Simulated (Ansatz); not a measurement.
# Structural relaxation of h-BP hexagonal flake, H-capped, Sb on P sites (36 atoms), part 2 of 2

Aim: bring h-BP hexagonal flake, H-capped, Sb on P sites (36 atoms) to a nearby minimum of the energy and see what moves.

Ansatz 0.2.0; Kohn-Sham DFT, PBE, PAW (set soft_2), plane waves.

The cell: 9 P, 12 B, 3 Sb and 12 H. The main run has no spin polarisation. The levels lack spin–orbit coupling.

So far. Step 3 (Relaxation): The relaxation changed the energy by -228 meV/atom, and atoms moved by 0.51 Å r.m.s., 1.3 Å at most.

## 4. Local order after relaxation

Bonds before and after, by the cutoffs listed below:

```csv
pair,bonds before,bonds after,mean before (Å),mean after (Å),spread before (Å),spread after (Å)
B-H,6,6,1.192,1.195,0.031,0.002
B-P,22,22,1.850,1.850,0.033,0.017
B-Sb,8,8,1.860,2.190,0.035,0.020
H-P,5,5,1.420,1.415,0.017,0.001
H-Sb,1,1,1.483,1.718,0.000,0.000
```

Normalised to the volume that the atoms fill. g(r), total and by pair (bins of 0.2 Å):

```csv
r (Å),total,B-B,B-H,B-P,B-Sb,H-H,H-P
1.10,2.16,0.00,9.70,0.00,0.00,0.00,0.00
1.30,0.00,0.00,0.00,0.00,0.00,0.00,0.00
1.50,1.23,0.00,0.00,0.00,0.00,0.00,7.35
1.70,0.17,0.00,0.00,0.00,0.00,0.00,0.00
1.90,3.18,0.00,0.00,19.10,0.00,0.00,0.00
2.10,0.63,0.00,0.00,0.00,11.35,0.00,0.00
2.30,0.20,0.00,0.00,0.00,3.62,0.00,0.00
2.50,0.00,0.00,0.00,0.00,0.00,0.00,0.00
2.70,1.30,0.00,2.96,0.00,0.00,0.00,3.83
2.90,0.34,0.00,0.00,0.00,0.00,1.55,0.00
3.10,0.81,2.22,0.49,0.00,0.00,2.79,0.00
3.30,1.29,5.10,0.59,0.00,0.00,0.39,0.53
3.50,0.78,1.44,0.19,0.23,0.00,0.38,0.00
3.70,0.30,1.00,0.00,0.42,0.00,0.00,0.68
3.90,0.69,0.00,0.28,2.38,3.56,0.30,0.00
4.10,0.00,0.00,0.00,0.00,0.00,0.00,0.00
4.30,0.27,0.00,1.09,0.00,0.00,0.00,0.16
4.50,0.15,0.00,0.11,0.00,0.00,0.00,0.75
4.70,0.18,0.00,0.20,0.00,0.00,0.00,0.28
4.90,0.35,0.00,0.09,1.84,0.00,0.00,0.12
5.10,0.45,0.00,0.34,0.79,2.00,0.00,0.56
5.30,0.29,0.00,0.56,0.54,0.97,0.00,0.11
5.50,0.05,0.14,0.00,0.00,0.00,0.00,0.00
5.70,0.40,1.51,0.00,0.00,0.00,0.13,0.27
5.90,0.23,0.39,0.38,0.00,0.00,0.26,0.43
6.10,0.20,0.00,0.06,0.00,0.00,0.73,0.16
6.30,0.16,0.11,0.40,0.00,0.00,0.12,0.23
6.50,0.15,0.43,0.11,0.00,0.00,0.00,0.14
```

Bonds by pair of elements; cutoffs follow the first minimum of g(r), held within bounds set by covalent radii, and pairs that aren't listed don't count as bonded (cutoffs were set anew for this text, so counts can differ from the run's own analysis):

```csv
pair A-B,cutoff (Å),bonds,mean length (Å),spread (Å),shortest (Å),B about A,A about B
B-H,1.44,6,1.20,0.002,1.19,0.5,0.5
B-P,2.27,22,1.85,0.017,1.81,1.83,2.44
B-Sb,2.62,8,2.19,0.02,2.17,0.667,2.67
H-P,1.73,5,1.42,0.001,1.41,0.417,0.556
H-Sb,2.12,1,1.72,0,1.72,0.083,0.333
```

How many atoms have how many bonded neighbours:

```csv
element,mean,1,3
B,3,0,12
H,1,12,0
P,3,0,9
Sb,3,0,3
```

By these cutoffs all B atoms have 3, all H atoms have 1, all P atoms have 3 and all Sb atoms have 3 bonded neighbours.

## 5. Single point at the relaxed geometry

The electronic structure is read at the final geometry, in a run of its own.

File input.yaml:

```yaml
crystal:
  lattice:
    - [21.87647, 0.0, 0.0]
    - [0.0, 22.08951, 0.0]
    - [0.0, 0.0, 10.0]
  atoms:
    - { symbol: P, position: [0.45266, 0.28001, 0.49685] }
    - { symbol: B, position: [0.27599, 0.43193, 0.4817] }
    - { symbol: Sb, position: [0.31029, 0.34444, 0.55491] }
    - { symbol: B, position: [0.41133, 0.35091, 0.52885] }
    [... 26 atom lines left out ...]
    - { symbol: H, position: [0.55784, 0.22051, 0.46552] }
    - { symbol: H, position: [0.71051, 0.31136, 0.45802] }
    - { symbol: H, position: [0.76926, 0.44099, 0.44013] }
    - { symbol: H, position: [0.76303, 0.57126, 0.44805] }
    - { symbol: H, position: [0.56365, 0.76184, 0.45777] }
    - { symbol: H, position: [0.69092, 0.69156, 0.44937] }
kpoints:
  mp_grid: { grid: [1, 1, 1] }
hamiltonian:
  xc: pbe
scf:
  occupations: { method: gaussian, width: 0.025 }
output:
  forces: true
  populations: true
  dos:
    method: { smearing: { sigma: 0.08 } }
    de: 0.1
    projected:
      site_lists:
        B: [B]
        H: [H]
        P: [P]
        Sb: [Sb]
        sheet: [0, 1, 2, 3, 4, 5, 6, 7, 8, 9, 10, 11, 12, 13, 14, 15, 16, 17, 18, 19, 20, 21, 22, 23]
        hydrogen: [24, 25, 26, 27, 28, 29, 30, 31, 32, 33, 34, 35]
  eigenvalues: true
  write_density: true
  write_potential: true
  volumetric_format: npy
  elf: true
```

Command:

```sh
> ansatz run input.yaml --threads 4 --pin off --max-ram 8192MiB --backend cpu --events-out ev --progress --plain --runs-dir out
```

Numbers of over 12 decimals in the logs are rounded to 6 here.

Output:

```text
[...]
Crystal: 36 atoms, lattice volume = 4832.405 Å³
Basis set: ecut = 420 eV, 94457 PW (Γ), exchange–correlation on 300×300×144 points (8 copies of the dense FFT grid, shifted against one another)
Bands: 105, of which v1, the nominal top of the filled ones, is band 69 counted from 1 (68 counted from 0)
Symmetry: 1 space group operations
[...]
k-points: 1
[...]
SCF iter   1: F=—  HF=-28309.830136 eV  |F-HF|=—  |Δ(HF+E_count)|=         —  Δρ=1.17e-3  dr2=1.20e-1  ethr=1.77e-3  ⟨swp⟩=10.0  Hψ=635  notcnv=0  defer=17
[...]
SCF iter  10: F=-28309.855783 eV  HF=-28309.855783 eV  |F-HF|=1.62e-7  |Δ(HF+E_count)|=   4.85e-7  Δρ=6.07e-7  dr2=2.64e-8  ethr=7.25e-11  ⟨swp⟩=34.0  Hψ=1312  notcnv=0
SCF 1 converged in 10 iterations: F = -28309.855783 eV  dr2 = 2.64e-8
[...]
WARN: The output density's exchange-correlation potential varies sharply where the density is thin. Do not read a vacuum level from v_tot or v_xc, or from such a field of the output density. On a cell that repeats whose density bears no net charge and no dipole along the vacuum's axis use v_es (v_loc + v_h of the components); [...]
SCF converged after 10 iterations
Free energy (F): -28309.855783 eV
[...]
Internal energy: -28309.855783 eV  (E = F + TS)
E sigma→0 (E₀):  -28309.855783 eV
Fermi energy:    -3.475946 eV
[...]
--- Forces (eV/Å), atoms counted from 1 ---
  atom   1  P      0.00119888    -0.00310423     0.00006369
  atom   2  B     -0.00041108    -0.00593559     0.00060951
  atom   3  Sb    -0.00163037    -0.00017094    -0.00396147
  atom   4  B      0.00190673     0.00313154     0.00054232
  atom   5  P      0.00086488    -0.00029624     0.00135683
  atom   6  B     -0.00321855     0.00836605     0.00162504
  atom   7  P     -0.00088265    -0.00309162     0.00169140
  atom   8  B      0.00161050     0.00182041     0.00090898
  atom   9  Sb    -0.00384727     0.00086881    -0.00009691
  atom  10  P      0.00046290     0.00479947    -0.00150994
  atom  11  B      0.00563303     0.00066381     0.00084948
  atom  12  P     -0.00659645    -0.00679647     0.00267851
  atom  13  B     -0.00041730    -0.00300700    -0.00246170
  atom  14  B     -0.00258884    -0.00107197     0.00082495
[...]
atom  35  H     -0.00324116    -0.00263415    -0.00024749
  atom  36  H     -0.00175355    -0.00189014    -0.00110719
  max |Σ_I F_I| component: 1.32e-4 eV/Å
--- Band table (eV) ---
[...]
--- Löwdin populations: 36 sites ---
  site symbol       q [e]
     0      P      4.4655
     1      B      3.4283
     2     Sb     14.4562
[...]
35      H      0.8942
  spilling = 0.011729 (of n_electrons = 138.000000)
```

Run time: 22 s. Hardware: 4 threads of Intel Xeon Platinum 8259CL at 2.50GHz (Skylake/Cascade Lake), shared host; peak memory 3 GiB.

The program notes that the exchange-correlation potential is rough where the density is thin.

The run gave:

* free energy: -28309.8558 eV
* free energy per atom: -786.3849 eV/atom
* SCF cycles: 10
* r.m.s. force component: 0.0024 eV/Å
* longest force: 0.00984 eV/Å
* Fermi energy: -3.476 eV
* gap (highest filled to lowest empty level): 1.714 eV
* spilling of the projection: 0.01173

Löwdin charges by element (they lack the spilled electrons, 0.045 e an atom on average):

```csv
element,coordination,atoms,mean charge (e),spread,least,most
B,all,12,-0.517,0.0692,-0.608,-0.421
H,all,12,0.0629,0.0507,-0.068,0.108
P,all,9,0.556,0.0636,0.477,0.639
Sb,all,3,0.686,0.103,0.544,0.786
```

By region:

```csv
region,atoms,mean length of the force (eV/Å)
sheet,24,0.004
hydrogen,12,0.002
```

States in the cell by windows of 1 eV, zero at the Fermi level; the larger projections on atomic orbitals stand beside the total:

```csv
from (eV),to (eV),total,sheet,B p,P p,H s,hydrogen,Sb p
-14,-13,2.0,1.9,0.1,0.0,0.1,0.1,0.0
-13,-12,8.4,7.7,1.2,0.3,0.6,0.6,0.1
-12,-11,7.6,6.9,2.0,0.2,0.6,0.6,0.0
-11,-10,4.0,3.8,0.7,0.4,0.2,0.2,0.0
-10,-9,2.0,1.8,0.4,0.1,0.2,0.2,0.0
-9,-8,2.9,2.5,0.2,1.1,0.4,0.4,0.1
-8,-7,9.8,8.3,0.9,3.4,1.4,1.4,0.5
-7,-6,6.8,5.2,1.2,2.2,1.4,1.4,0.2
-6,-5,10.5,8.1,3.0,3.5,2.2,2.2,0.3
-5,-4,12.0,9.9,5.2,3.6,1.9,1.9,0.4
-4,-3,14.7,12.9,6.2,4.8,1.6,1.6,1.5
-3,-2,15.2,14.3,6.6,4.7,0.7,0.7,2.6
-2,-1,9.7,9.6,2.7,4.6,0.1,0.1,2.0
-1,0,2.3,2.2,0.5,0.8,0.0,0.0,0.9
0,1,2.6,2.5,2.2,0.1,0.0,0.0,0.1
1,2,9.3,8.7,6.4,1.4,0.1,0.1,0.5
2,3,6.1,5.0,2.8,1.3,0.4,0.4,0.2
3,4,22.2,11.9,4.0,2.7,2.5,2.5,1.6
```

The curve was stored every 0.10 eV, coarse against its broadening of 0.08 eV, so these counts are rough.

The stored curve holds about 108 of the 138 electrons; the rest, give or take the few that broadening carries across the Fermi level, lie in deeper levels below its range.

The levels nearest the highest filled one (over half full), pooled over k-points and spins:

```csv
level less the highest filled one (eV),occupation
-0.876,2
-0.734,2
-0.580,2
-0.483,2
-0.226,2
0,2
1.71,0
1.86,0
2.02,0
2.15,0
2.47,0
2.74,0
```

ELF in the ac plane at fractional y = 0.571, with atoms of B and Sb and P and H within 0.2 Å of it. It is the smooth field of the valence electrons, not physical close to the nuclei.

Values in units of 1e-1, 13 rows by 16 columns, each cell a mean:
```
0.0 0.0 0.0 0.0 0.0 0.6 2.9 3.1 0.7 0.0 0.0 0.0 0.0 0.0 0.0 0.0
0.0 0.0 0.0 0.0 0.0 1.9 6.4 6.8 2.4 0.1 0.0 0.0 0.0 0.1 0.0 0.0
0.0 0.0 0.0 0.0 0.0 3.0 8.1 8.2 4.3 0.4 0.1 0.0 0.3 1.2 0.5 0.0
0.0 0.0 0.1 0.2 0.1 3.0 5.5 4.6 5.4 1.9 0.8 0.1 3.1 5.3 1.9 0.1
0.0 0.2 0.6 1.6 0.8 1.9 2.2 1.0 6.4 4.1 2.5 0.8 7.3 8.0 2.8 0.2
0.4 3.1 4.0 3.7 3.1 1.1 2.9 2.5 6.9 2.5 3.0 1.9 6.1 7.6 4.8 0.9
2.6 9.2 9.6 2.6 4.7 0.6 3.2 4.3 5.8 4.4 1.7 2.9 2.5 7.4 9.5 4.8
3.9 9.8 9.9 5.0 3.8 0.4 0.8 1.5 2.0 2.1 0.4 3.2 7.0 8.6 9.9 6.4
2.1 8.4 8.3 2.9 1.4 0.2 0.1 0.1 0.2 0.3 0.1 1.5 4.4 4.5 7.0 3.1
0.3 2.1 1.8 0.4 0.2 0.0 0.0 0.0 0.0 0.0 0.0 0.3 1.2 0.7 0.8 0.3
0.0 0.1 0.1 0.0 0.0 0.0 0.0 0.0 0.0 0.0 0.0 0.0 0.1 0.1 0.0 0.0
0.0 0.0 0.0 0.0 0.0 0.0 0.0 0.0 0.0 0.0 0.0 0.0 0.0 0.0 0.0 0.0
0.0 0.0 0.0 0.0 0.0 0.0 0.3 0.3 0.1 0.0 0.0 0.0 0.0 0.0 0.0 0.0
```
Columns run along a (16.0 Å, from fractional 0.13 to 0.86 of the cell), rows up along c (10.0 Å). Atoms in or near the plane, at fractional coordinates: B at (0.29, 0.48), Sb at (0.45, 0.63), B at (0.54, 0.56), P at (0.70, 0.51), H at (0.23, 0.44), H at (0.76, 0.45).

Valence density in the ac plane at fractional y = 0.571, with atoms of B and Sb and P and H within 0.2 Å of it. It is the smooth field of the valence electrons, not physical close to the nuclei.

Ten steps, logarithmic in the rise over the least value, from '0' (0 e/Å³) to '9' (16 e/Å³), each cell a mean:
```
00000000000000000000000000000000000000000000
00000000000000000000000000000000000000000000
00000000000000000000000000000000000000000000
00000000000000000000000000000000000000000000
00000000000000000000000000000000000000000000
00000000011211000000000000000000000000000000
00000000123432100000000000000000000000000000
00000001247863211110000000000000000000000000
00000001259984322221000001111000000000000000
01110001247864333332100112322100000000000000
22221001124433333332100123333210000000000000
33331100111111222322101232123321000000000000
42331100000000111111001133234442000000000000
32221000000000000000000122333441000000000000
21110000000000000000000011111210000000000000
00000000000000000000000000000000000000000000
00000000000000000000000000000000000000000000
00000000000000000000000000000000000000000000
00000000000000000000000000000000000000000000
00000000000000000000000000000000000000000000
00000000000000000000000000000000000000000000
00000000000000000000000000000000000000000000
00000000000000000000000000000000000000000000
00000000000000000000000000000000000000000000
```
Columns run along a (16.0 Å, from fractional 0.27 to 1.00 of the cell), rows up along c (10.0 Å). Atoms in or near the plane, at fractional coordinates: B at (0.29, 0.48), Sb at (0.45, 0.63), B at (0.54, 0.56), P at (0.70, 0.51), H at (0.76, 0.45).

Mean Löwdin charges: B -0.52, H +0.06, P +0.56, Sb +0.69 e (they miss 1.2 % of the electrons, so they add up to more than the cell's charge). The largest share in the top eV of filled states is P p (45 % of the projected weight), and in the lowest eV of empty states B p (76 % of the projected weight).

A closer look about Sb15, one of the 3 Sb atoms: 10 atoms, nearest first, numbered in the order of the input, with positions taken from that point.

```csv
atom,x,y,z,distance (Å),bonds,Löwdin charge (e)
Sb15,0.00,0.00,0.00,0.00,3,0.79
B13,-1.16,-1.69,-0.69,2.16,3,-0.51
B16,2.03,0.22,-0.75,2.17,3,-0.51
B14,-1.12,1.87,-0.02,2.18,3,-0.61
H32,2.69,-0.73,-1.04,2.97,1,0.11
H31,-0.65,-2.74,-0.96,2.97,1,0.11
P1,-2.95,-1.42,-0.65,3.34,3,0.53
P17,2.68,1.90,-0.69,3.36,3,0.52
P19,-0.13,3.45,-0.04,3.45,3,0.64
P5,-2.99,1.76,0.01,3.47,3,0.63
```

The column of bonds counts only the pairs B-H within 1.44 Å, B-P within 2.27 Å, B-Sb within 2.62 Å, H-P within 1.73 Å, H-Sb within 2.12 Å; other neighbours, such as metal atoms beside each other in a compound, aren't counted, and periodic images can show an atom twice.

## 6. Results

```json
{
 "energy change in the relaxation": "-227.7 meV/atom",
 "r.m.s. displacement": "0.513 Å",
 "largest displacement": "1.322 Å",
 "free energy per atom": "-786.3849 eV/atom",
 "r.m.s. force component": "0.0024 eV/Å",
 "gap (highest filled to lowest empty level)": "1.714 eV",
 "wall time of the 3 DFT runs": "4.1 min"
}
```

**Reading.** Relaxation lowers the energy by 228 meV/atom and moves atoms by 0.51 Å r.m.s.; the r.m.s. force component goes from 2.1 to 0.0024 eV/Å, and the gap from 1.84 to 1.71 eV. By the final cutoffs no bond was broken or made. From the first step to the last the energy fell by 8.198 eV, and the largest move was 1.32 Å (Sb9). The B-Sb bonds change most in mean length: from 1.860 Å (spread 0.035) to 2.190 Å (spread 0.020). Counting bonds as in the table, all B atoms have 3, all H atoms have 1, all P atoms have 3 and all Sb atoms have 3 bonded neighbours. Between filled and empty levels lie 1.71 eV (at Γ alone); a semilocal functional tends to put such gaps too low.

[Logs are printed without paths, hosts, clocks, repeated set-up lines and the standing remarks that a program may print on its own settings, such as how far it seeks lower states.]

[Hosts, paths, dates, database ids (printed as entryN), source tags and the programs' standing remarks are cut or masked in the printed files.]
